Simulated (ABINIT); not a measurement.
# A GW chain in ABINIT: MoS2 (P6_3/mmc), part 2 of 3

Aim: the G0W0 gap of MoS2 (P6_3/mmc) on PBE with spin-orbit coupling, step by step.

ABINIT 10.8.3; PBE and many-body steps on it, plane waves. Known limits of the many-body steps: not at the basis limit; screening head approximate; coarse k mesh.

So far. Step 2 (Ground state): The gap is indirect, with the least direct gap 0.74 eV higher.

The database entry behind the starting cell differs from later determinations by our own check (about 0.3 % long), so it need not match the best structure at ambient conditions.

## Step 3: Bands along the symmetry lines

Level of this step: DFT, PBE with spin-orbit coupling, plane waves, norm-conserving pseudopotentials (ABINIT).

Levels along a band path, at the cheap level, show where the edges lie and whether the meshes to come will hold them.

The input, run.abi:

```
acell 3*1.0 Angstrom
rprim 
  3.169000000004 -0.000000000001 0.000000000000
  -1.584500000001 2.744434504597 0.000000000000
  0.000000000000 0.000000000000 12.324000000000
ntypat 2
znucl 42 16
natom 6
typat 1 1 2 2 2 2
xred 
  0.333333333333 0.666666666667 0.250000000000
  0.666666666667 0.333333333333 0.750000000000
  0.333333333333 0.666666666667 0.623000000000
  0.666666666667 0.333333333333 0.123000000000
  0.333333333333 0.666666666667 0.877000000000
  0.666666666667 0.333333333333 0.377000000000
pp_dirpath "pseudos"
pseudos "Mo.upf, S.upf"
ecut 36
nspinor 2
iscf -2
irdden 1
kptopt 0
nkpt 39
kpt 
  0.00000000 0.00000000 0.00000000
  0.12500000 0.00000000 0.00000000
  0.25000000 0.00000000 0.00000000
  0.37500000 0.00000000 0.00000000
  0.50000000 0.00000000 0.00000000
  0.45833333 0.08333333 0.00000000
  0.41666666 0.16666666 0.00000000
  0.37500000 0.25000000 0.00000000
  0.33333333 0.33333333 0.00000000
  0.25000000 0.25000000 0.00000000
  0.16666666 0.16666666 0.00000000
  0.08333333 0.08333333 0.00000000
  0.00000000 0.00000000 0.00000000
  0.00000000 0.00000000 0.12500000
  0.00000000 0.00000000 0.25000000
  0.00000000 0.00000000 0.37500000
  0.00000000 0.00000000 0.50000000
  0.12500000 0.00000000 0.50000000
  0.25000000 0.00000000 0.50000000
  0.37500000 0.00000000 0.50000000
  0.50000000 0.00000000 0.50000000
  0.45833333 0.08333333 0.50000000
  0.41666666 0.16666666 0.50000000
  0.37500000 0.25000000 0.50000000
  0.33333333 0.33333333 0.50000000
  0.25000000 0.25000000 0.50000000
  0.16666666 0.16666666 0.50000000
  0.08333333 0.08333333 0.50000000
  0.00000000 0.00000000 0.50000000
  0.50000000 0.00000000 0.50000000
  0.50000000 0.00000000 0.37500000
  0.50000000 0.00000000 0.25000000
  0.50000000 0.00000000 0.12500000
  0.50000000 0.00000000 0.00000000
  0.33333333 0.33333333 0.50000000
  0.33333333 0.33333333 0.37500000
  0.33333333 0.33333333 0.25000000
  0.33333333 0.33333333 0.12500000
  0.33333333 0.33333333 0.00000000
istwfk *1
nband 68
nbdbuf 6
tolwfr 1e-08
nstep 40
prtwf 0
prtvol 0
indata_prefix "in"
outdata_prefix "out"
tmpdata_prefix "tmp"
```

Run with:

```sh
OMP_NUM_THREADS=1 mpirun -n 8 abinit run.abi > log
```

Numbers of over 12 decimals in the logs are rounded to 6 here.

The program printed:

```text
.Version 10.8.3 of ABINIT. v10.8.2 released Aug 2026.

 Symmetries : space group P6_3/m m c (#194); Bravais hP (primitive hexag.)
[... echo of the input left out ...]
== DATASET  1 ==================================================================
-   mpi_nproc: 8, omp_nthreads: 1 (-1 if OMP is not activated)

--- !DatasetInfo
iteration_state: {dtset: 1, }
dimensions: {natom: 6, nkpt: 39, mband: 68, nsppol: 1, nspinor: 2, nspden: 1, mpw: 7496, }
cutoff_energies: {ecut:  36.0, pawecutdg:  -1.0, }
electrons: {nelect:   5.20000000E+01, charge:   0.00000000E+00, occopt:   1.00000000E+00, tsmear:   1.00000000E-02, }

 Real(R)+Recip(G) space primitive vectors, cartesian coordinates (Bohr,Bohr^-1):
 R(1)=  5.9885421  0.0000000  0.0000000  G(1)=  0.1669856  0.0964092  0.0000000
 R(2)= -2.9942710  5.1862296  0.0000000  G(2)=  0.0000000  0.1928183  0.0000000
 R(3)=  0.0000000  0.0000000 23.2889848  G(3)=  0.0000000  0.0000000  0.0429388
 Unit cell volume ucvol=  7.2330822E+02 bohr^3
 Angles (23,13,12)=  9.00000000E+01  9.00000000E+01  1.20000000E+02 degrees

 getcut: wavevector=  0.0000  0.0000  0.0000  ngfft=  36  36 128
         ecut(hartree)=     36.000   => boxcut(ratio)=   2.03490

--- Pseudopotential description ------------------------------------------------
- Mo Generated using ONCVPSP code by D. R. Hamann
- 42.00000  14.00000  171115                  znucl, zion, pspdat
12 -101130 2 -1 1640                          pspcod,pspxc,lmax,lloc,mmax
     nproj     2     3     3     0
     spin-orbit psp
        nprojso     4     3     0
  pspatm : epsatm=   15.96843678
         --- l  ekb(1:nproj) -->
             0    1.348928   13.831236
             1    8.003512    1.134258    0.001091
             2    2.783951    0.972883    0.000593
  spin-orbit 1    0.257035   -0.239939    0.020648   -0.000319
  spin-orbit 2    0.129060    0.015016   -0.010908
 pspatm: atomic psp has been read  and splines computed

- S Generated using ONCVPSP code by D. R. Hamann
- 16.00000   6.00000  180416                  znucl, zion, pspdat
12 -101130 2 -1 1146                          pspcod,pspxc,lmax,lloc,mmax
     nproj     2     3     2     0
     spin-orbit psp
        nprojso     3     3     0
  pspatm : epsatm=    9.02154350
         --- l  ekb(1:nproj) -->
             0    0.574336    6.763597
             1    3.228904    0.888476    0.000329
             2   -3.547470   -0.986489
  spin-orbit 1    0.096764   -0.027776    0.009511
  spin-orbit 2    0.001615    0.000361   -0.000189
 pspatm: atomic psp has been read  and splines computed

--------------------------------------------------------------------------------

================================================================================
 prteigrs : about to open file out_EIG
 Non-SCF case, kpt    1 (  0.00000  0.00000  0.00000), residuals and eigenvalues=
[...]
4.2939E-01  4.2939E-01
[...]
Non-SCF case, kpt   38 (  0.33333  0.33333  0.12500), residuals and eigenvalues=
[...]
4.6658E-01  4.6659E-01
 Non-SCF case, kpt   39 (  0.33333  0.33333  0.00000), residuals and eigenvalues=
[...]
3.4867E-01  3.4867E-01  3.7796E-01  3.7796E-01  4.1116E-01  4.1116E-01
  4.1619E-01  4.1619E-01  4.1712E-01  4.1712E-01  4.6382E-01  4.6382E-01
  4.6688E-01  4.6689E-01

--- !ResultsGS
iteration_state: {dtset: 1, }
comment   : Summary of ground state results
lattice_vectors:
- [  5.9885421,  -0.0000000,   0.0000000, ]
- [ -2.9942710,   5.1862296,   0.0000000, ]
- [  0.0000000,   0.0000000,  23.2889848, ]
lattice_lengths: [   5.98854,    5.98854,   23.28898, ]
lattice_angles: [ 90.000,  90.000, 120.000, ] # degrees, (23, 13, 12)
lattice_volume:   7.2330822E+02
convergence: {deltae:  0.000E+00, res2:  0.000E+00, residm:  9.998E-09, diffor:  0.000E+00, }
etotal    :  -1.84884908E+02
entropy   :   0.00000000E+00
fermie    :   3.10209693E-01
cartesian_stress_tensor: null
pressure_GPa: null
xred      :
- [  3.3333E-01,   6.6667E-01,   2.5000E-01, Mo]
- [  6.6667E-01,   3.3333E-01,   7.5000E-01, Mo]
- [  3.3333E-01,   6.6667E-01,   6.2300E-01,  S]
- [  6.6667E-01,   3.3333E-01,   1.2300E-01,  S]
- [  3.3333E-01,   6.6667E-01,   8.7700E-01,  S]
- [  6.6667E-01,   3.3333E-01,   3.7700E-01,  S]
cartesian_forces: null
force_length_stats: {min: null, max: null, mean: null, }

 Integrated electronic density in atomic spheres:
 ------------------------------------------------
 Atom  Sphere_radius  Integrated_density
[...]
================================================================================

 ----iterations are completed or convergence reached----

 Mean square residual over all n,k,spin=   55.407E-10; max=  99.978E-10
 reduced coordinates (array xred) for    6 atoms
[...]
0.333333333333      0.666666666667      0.877000000000
       0.666666666667      0.333333333333      0.377000000000

 cartesian coordinates (angstrom) at end:
[...]
length scales=  1.889726125908  1.889726125908  1.889726125908 bohr
              =  1.000000000000  1.000000000000  1.000000000000 angstroms
 prteigrs : about to open file out_EIG
 Eigenvalues (hartree) for nkpt=  39  k points:
 kpt#   1, nband= 68, wtk=  1.00000, kpt=  0.0000  0.0000  0.0000 (reduced coord)
[...]
kpt#   2, nband= 68, wtk=  1.00000, kpt=  0.1250  0.0000  0.0000 (reduced coord)
[...]
kpt#   3, nband= 68, wtk=  1.00000, kpt=  0.2500  0.0000  0.0000 (reduced coord)
[...]
kpt#  38, nband= 68, wtk=  1.00000, kpt=  0.3333  0.3333  0.1250 (reduced coord)
[...]
0.46353    0.46354    0.46658    0.46659
 kpt#  39, nband= 68, wtk=  1.00000, kpt=  0.3333  0.3333  0.0000 (reduced coord)
[...]
0.28098    0.28098    0.28901    0.28901    0.34861    0.34861    0.34867    0.34867
   0.37796    0.37796    0.41116    0.41116    0.41619    0.41619    0.41712    0.41712
   0.46382    0.46382    0.46688    0.46689

== END DATASET(S) ==============================================================
================================================================================

 -outvars: echo values of variables after computation  --------
            nband          68
             nkpt          39
          spgroup         194
 [... the other variables as echoed above ...]

 Calculation completed.
```

It took 6.9 min on 8 MPI ranks of Arm Neoverse N1, shared host; peak memory 1.3 GiB.

Numbers from this step:

```
gap                        : 0.8830 eV
k of the valence top       : 0, 0, 0
k of the conduction bottom : 0.1667, 0.1667, 0
least direct gap           : 1.622 eV
```

The gap is 0.883 eV, as in the run before at this level.

Electronic bands along the path, in eV, zero at the top of the highest filled band:

```
    point  band 49  band 50  band 51  band 52  band 53  band 54  band 55  band 56
        Γ    -1.14    -1.14     0.00     0.00     2.05     2.05     2.08     2.08
  halfway    -1.49    -1.49    -1.36    -1.36     1.21     1.21     1.59     1.59
        M    -1.39    -1.39    -1.27    -1.27     1.59     1.59     1.64     1.64
  halfway    -1.11    -1.11    -0.89    -0.89     1.44     1.44     1.56     1.56
        K    -0.80    -0.80    -0.58    -0.58     1.04     1.04     1.05     1.05
  halfway    -1.50    -1.50    -1.43    -1.43     0.88     0.88     1.62     1.62
        Γ    -1.14    -1.14     0.00     0.00     2.05     2.05     2.08     2.08
  halfway    -0.63    -0.63    -0.06    -0.06     2.05     2.05     2.07     2.07
        A    -0.27    -0.27    -0.27    -0.27     2.06     2.06     2.06     2.06
  halfway    -1.38    -1.38    -1.38    -1.38     1.54     1.54     1.54     1.54
        L    -1.33    -1.33    -1.33    -1.33     1.61     1.61     1.61     1.61
  halfway    -1.05    -1.05    -0.93    -0.93     1.48     1.48     1.53     1.53
        H    -0.77    -0.77    -0.62    -0.62     1.05     1.05     1.05     1.05
  halfway    -1.50    -1.50    -1.43    -1.43     1.18     1.18     1.25     1.25
        A    -0.27    -0.27    -0.27    -0.27     2.06     2.06     2.06     2.06
jump to L    -1.33    -1.33    -1.33    -1.33     1.61     1.61     1.61     1.61
  halfway    -1.37    -1.37    -1.29    -1.29     1.60     1.60     1.63     1.63
        M    -1.39    -1.39    -1.27    -1.27     1.59     1.59     1.64     1.64
jump to H    -0.77    -0.77    -0.62    -0.62     1.05     1.05     1.05     1.05
  halfway    -0.78    -0.78    -0.60    -0.60     1.05     1.05     1.05     1.05
        K    -0.80    -0.80    -0.58    -0.58     1.04     1.04     1.05     1.05
```

## Step 4: Empty states on the mesh, 3×3×1 mesh, 170 bands

The sums over transitions need many empty states on a uniform mesh; this step solves for them.

The input, run.abi:

```
acell 3*1.0 Angstrom
rprim 
  3.169000000004 -0.000000000001 0.000000000000
  -1.584500000001 2.744434504597 0.000000000000
  0.000000000000 0.000000000000 12.324000000000
ntypat 2
znucl 42 16
natom 6
typat 1 1 2 2 2 2
xred 
  0.333333333333 0.666666666667 0.250000000000
  0.666666666667 0.333333333333 0.750000000000
  0.333333333333 0.666666666667 0.623000000000
  0.666666666667 0.333333333333 0.123000000000
  0.333333333333 0.666666666667 0.877000000000
  0.666666666667 0.333333333333 0.377000000000
pp_dirpath "pseudos"
pseudos "Mo.upf, S.upf"
ecut 36
nspinor 2
ngkpt 3 3 1
nshiftk 1
shiftk 0 0 0
kptopt 1
chksymbreak 0
iscf -2
irdden 1
istwfk *1
nband 170
nbdbuf 14
tolwfr 1e-09
nstep 60
prtvol 0
indata_prefix "in"
outdata_prefix "out"
tmpdata_prefix "tmp"
```

Run with:

```sh
OMP_NUM_THREADS=2 mpirun -n 3 abinit run.abi > log
```

The program printed:

```text
.Version 10.8.3 of ABINIT. v10.8.2 released Aug 2026.

 Symmetries : space group P6_3/m m c (#194); Bravais hP (primitive hexag.)
[... echo of the input left out ...]
== DATASET  1 ==================================================================
-   mpi_nproc: 3, omp_nthreads: 2 (-1 if OMP is not activated)

--- !DatasetInfo
iteration_state: {dtset: 1, }
dimensions: {natom: 6, nkpt: 3, mband: 170, nsppol: 1, nspinor: 2, nspden: 1, mpw: 7476, }
cutoff_energies: {ecut:  36.0, pawecutdg:  -1.0, }
electrons: {nelect:   5.20000000E+01, charge:   0.00000000E+00, occopt:   1.00000000E+00, tsmear:   1.00000000E-02, }

 Real(R)+Recip(G) space primitive vectors, cartesian coordinates (Bohr,Bohr^-1):
 R(1)=  5.9885421  0.0000000  0.0000000  G(1)=  0.1669856  0.0964092  0.0000000
 R(2)= -2.9942710  5.1862296  0.0000000  G(2)=  0.0000000  0.1928183  0.0000000
 R(3)=  0.0000000  0.0000000 23.2889848  G(3)=  0.0000000  0.0000000  0.0429388
 Unit cell volume ucvol=  7.2330822E+02 bohr^3
 Angles (23,13,12)=  9.00000000E+01  9.00000000E+01  1.20000000E+02 degrees

 getcut: wavevector=  0.0000  0.0000  0.0000  ngfft=  36  36 128
         ecut(hartree)=     36.000   => boxcut(ratio)=   2.03490

--- Pseudopotential description ------------------------------------------------
- Mo Generated using ONCVPSP code by D. R. Hamann
- 42.00000  14.00000  171115                  znucl, zion, pspdat
12 -101130 2 -1 1640                          pspcod,pspxc,lmax,lloc,mmax
     nproj     2     3     3     0
     spin-orbit psp
        nprojso     4     3     0
  pspatm : epsatm=   15.96843678
         --- l  ekb(1:nproj) -->
             0    1.348928   13.831236
             1    8.003512    1.134258    0.001091
             2    2.783951    0.972883    0.000593
  spin-orbit 1    0.257035   -0.239939    0.020648   -0.000319
  spin-orbit 2    0.129060    0.015016   -0.010908
 pspatm: atomic psp has been read  and splines computed

- S Generated using ONCVPSP code by D. R. Hamann
- 16.00000   6.00000  180416                  znucl, zion, pspdat
12 -101130 2 -1 1146                          pspcod,pspxc,lmax,lloc,mmax
     nproj     2     3     2     0
     spin-orbit psp
        nprojso     3     3     0
  pspatm : epsatm=    9.02154350
         --- l  ekb(1:nproj) -->
             0    0.574336    6.763597
             1    3.228904    0.888476    0.000329
             2   -3.547470   -0.986489
  spin-orbit 1    0.096764   -0.027776    0.009511
  spin-orbit 2    0.001615    0.000361   -0.000189
 pspatm: atomic psp has been read  and splines computed

--------------------------------------------------------------------------------

================================================================================
 prteigrs : about to open file out_EIG
 Non-SCF case, kpt    1 (  0.00000  0.00000  0.00000), residuals and eigenvalues=
  4.00E-10  5.06E-10  6.72E-10  7.65E-10  3.23E-10  4.59E-10  3.85E-10  4.78E-10
  3.20E-10  5.61E-10  4.64E-10  6.80E-10  3.03E-10  4.05E-10  2.91E-10  7.60E-10
  4.41E-10  8.62E-10  1.88E-10  3.33E-10  2.07E-10  3.82E-10  3.88E-10  9.69E-10
[...]
5.44E-05  2.79E-04
 -1.9498E+00 -1.9498E+00 -1.9498E+00 -1.9498E+00 -1.0578E+00 -1.0578E+00
 -1.0578E+00 -1.0578E+00 -9.6872E-01 -9.6872E-01 -9.6872E-01 -9.6872E-01
 -9.6276E-01 -9.6276E-01 -9.6276E-01 -9.6276E-01 -2.3947E-01 -2.3947E-01
[...]
1.3071E+00  1.3071E+00  1.3215E+00  1.3215E+00  1.3397E+00  1.3397E+00
  1.3421E+00  1.3421E+00  1.3482E+00  1.3482E+00  1.4037E+00  1.4074E+00
  1.4211E+00  1.4259E+00
 prteigrs : prtvol=0 or 1, do not print more k-points.

--- !ResultsGS
iteration_state: {dtset: 1, }
comment   : Summary of ground state results
lattice_vectors:
- [  5.9885421,  -0.0000000,   0.0000000, ]
- [ -2.9942710,   5.1862296,   0.0000000, ]
- [  0.0000000,   0.0000000,  23.2889848, ]
lattice_lengths: [   5.98854,    5.98854,   23.28898, ]
lattice_angles: [ 90.000,  90.000, 120.000, ] # degrees, (23, 13, 12)
lattice_volume:   7.2330822E+02
convergence: {deltae:  0.000E+00, res2:  0.000E+00, residm:  9.985E-10, diffor:  0.000E+00, }
etotal    :  -1.84884908E+02
entropy   :   0.00000000E+00
fermie    :   3.10209693E-01
cartesian_stress_tensor: null
pressure_GPa: null
xred      :
- [  3.3333E-01,   6.6667E-01,   2.5000E-01, Mo]
- [  6.6667E-01,   3.3333E-01,   7.5000E-01, Mo]
- [  3.3333E-01,   6.6667E-01,   6.2300E-01,  S]
- [  6.6667E-01,   3.3333E-01,   1.2300E-01,  S]
- [  3.3333E-01,   6.6667E-01,   8.7700E-01,  S]
- [  6.6667E-01,   3.3333E-01,   3.7700E-01,  S]
cartesian_forces: null
force_length_stats: {min: null, max: null, mean: null, }

 Integrated electronic density in atomic spheres:
 ------------------------------------------------
 Atom  Sphere_radius  Integrated_density
[...]
================================================================================

 ----iterations are completed or convergence reached----

 Mean square residual over all n,k,spin=   49.920E-11; max=  99.849E-11
 reduced coordinates (array xred) for    6 atoms
[...]
0.333333333333      0.666666666667      0.877000000000
       0.666666666667      0.333333333333      0.377000000000

 cartesian coordinates (angstrom) at end:
[...]
5      6.7e-13     1.829623    10.808148
    6      1.584500     0.914812     4.646148
 length scales=  1.889726125908  1.889726125908  1.889726125908 bohr
              =  1.000000000000  1.000000000000  1.000000000000 angstroms
 prteigrs : about to open file out_EIG
 Eigenvalues (hartree) for nkpt=   3  k points:
 kpt#   1, nband=170, wtk=  0.11111, kpt=  0.0000  0.0000  0.0000 (reduced coord)
[...]
1.29288    1.29288    1.30254    1.30254    1.30709    1.30709    1.32154    1.32154
   1.33972    1.33972    1.34210    1.34210    1.34825    1.34825    1.40370    1.40742
   1.42115    1.42587
 prteigrs : prtvol=0 or 1, do not print more k-points.

== END DATASET(S) ==============================================================
================================================================================

 -outvars: echo values of variables after computation  --------
            nband         170
             nkpt           3
          spgroup         194
 [... the other variables as echoed above ...]

 Calculation completed.
```

The job ended after 3.5 min (3 MPI ranks; peak memory 0.39 GiB; 15 min of CPU time).

This step gave:

```
gap                                                           : 1.045 eV
k of the valence top                                          : 0, 0, 0
k of the conduction bottom                                    : 0.3333, 0.3333, 0
least direct gap                                              : 1.622 eV
k points computed                                             : 3
lowest point of the top converged band, above the valence top : 26.69 eV
```

On this mesh the gap is 1.045 eV. The earlier step found 0.883 eV, so this mesh misses an edge.

[end of part 2 of 3]

[Paths, hosts, dates, memory and timing lines, banners, echoed tables and standing remarks are left out of the program output.]

[Logs are printed without paths, hosts, clocks, repeated set-up lines and the standing remarks that a program may print on its own settings, such as how far it seeks lower states.]

[Runs of the session that timed out or met a known fault of the program may be left out.]

[Hosts, paths, dates, database ids (printed as entryN), source tags and the programs' standing remarks are cut or masked in the printed files.]

[G0W0 gaps are taken among the corrected bands and points alone; a level outside them can change the order at an edge.]

[Where Ansatz stands beside ABINIT at settings called matched, ABINIT's density can come from a denser mesh and the files from another edition; pairs whose starting gaps differed by over 0.03 eV were left out, so agreement reads better than it is.]
